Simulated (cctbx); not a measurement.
## Diagnosing a refinement

Cell a = 6.4860 Å, b = 6.5405 Å, c = 7.2510 Å, α = 66.26°, β = 65.05°, γ = 61.55°; space group P-1 (no. 2).

Simulated single-crystal data (cctbx): Ag Kα, λ = 0.56087 Å, to d = 0.75 Å, 95 % of the full sphere, strongest reflection 20000 counts, noise from counting, a 6 % proportional error and a noise floor of 4 counts (s.d.); no absorption.

An anisotropic refinement with weights 1/σ² prints:

```text
Rint 0.037, 1171 unique reflections to 0.75 A
cycle     R1     wR2    GooF  max shift (A)
   1  0.0472  0.1378   2.314   0.00194
   2  0.0300  0.0901   1.512   0.00000
final R1 0.0300 wR2 0.0901 GooF 1.512  parameters 51  data/parameter 23.0
atom        x        y        z      Ueq    occ   su(xyz)  su(Uiso or U11)
Sn1    0.82910  0.81540  0.53678   0.0089  1.000  0.00006  0.0002
Mn1    0.62339  0.62771  0.12467   0.0084  1.000  0.00013  0.0003
K1     0.57412  0.18488  0.27432   0.0192  1.000  0.00023  0.0006
S1     0.19136  0.95104  0.27760   0.0082  1.000  0.00020  0.0005
S2     0.97922  0.58142  0.26833   0.0120  1.000  0.00022  0.0005
Mg1    0.00000  0.00000  0.00000   0.0083  1.000  0.00000  0.0010
difference map: max 1.30 min -2.41 rms 0.29
Q1    0.1530  0.1786  0.4690    2    1.32  0.13 A from Sn1
Q2    0.3524  0.3491  0.9243    2    0.91  0.33 A from Mn1
Q3    0.1569  0.3090  0.5581    2    0.81  1.21 A from Sn1
Q4    0.0000  0.0000  0.0000    1    0.80  0.00 A from Mg1
Q5    0.2404  0.3976  0.5551    2    0.77  1.45 A from S2
Q6    0.0551  0.3892  0.6972    2    0.77  0.32 A from S2
```

**Question.** Can this result stand? If not, what is the likely fault?

Mend it. The fault: wrong element: K1 is S. Against the right model at the same level, R1 goes from 0.0215 to 0.0300 and GooF from 0.94 to 1.51, U of K1 swells from 0.0134 to 0.0192 Å² and a hole of -2.4 e/Å³ opens. K1 has 3 electrons too many and its U swells to shed them, as expected.

The compound is MgMn2Sn2S6. The right model at the same level gives:

```text
Rint 0.037, 1171 unique reflections to 0.75 A
cycle     R1     wR2    GooF  max shift (A)
   1  0.0279  0.0779   1.308   0.00165
   2  0.0215  0.0558   0.936   0.00000
final R1 0.0215 wR2 0.0558 GooF 0.936  parameters 51  data/parameter 23.0
atom        x        y        z      Ueq    occ   su(xyz)  su(Uiso or U11)
Sn1    0.82916  0.81537  0.53679   0.0097  1.000  0.00003  0.0001
Mn1    0.62334  0.62775  0.12465   0.0092  1.000  0.00008  0.0002
S1     0.57416  0.18480  0.27446   0.0134  1.000  0.00014  0.0003
S2     0.19130  0.95121  0.27748   0.0091  1.000  0.00012  0.0003
S3     0.97919  0.58156  0.26838   0.0128  1.000  0.00014  0.0003
Mg1    0.00000  0.00000  0.00000   0.0089  1.000  0.00000  0.0006
difference map: max 0.75 min -0.80 rms 0.20
Q1    0.1625  0.3091  0.5520    2    0.75  1.20 A from Sn1
Q2    0.0270  0.1283  0.9908    2    0.75  0.91 A from Mg1
Q3    0.2371  0.3965  0.5541    2    0.74  1.44 A from S3
Q4    0.1937  0.7836  0.2113    2    0.69  1.35 A from S2
Q5    0.3899  0.0235  0.7681    2    0.68  1.41 A from S1
Q6    0.4869  0.4720  0.6232    2    0.65  1.63 A from Mn1
```

Isotropic U is held between 0.0001 and 1 Å² by the program, and listed peak heights are interpolated, so they can pass the grid's maximum.

This is a model crystal, built by substitution and not relaxed, with assumed displacement parameters.

[Middle refinement cycles are left out of these outputs.]

[Logs are printed without paths, hosts, clocks, repeated set-up lines and the standing remarks that a program may print on its own settings, such as how far it seeks lower states.]
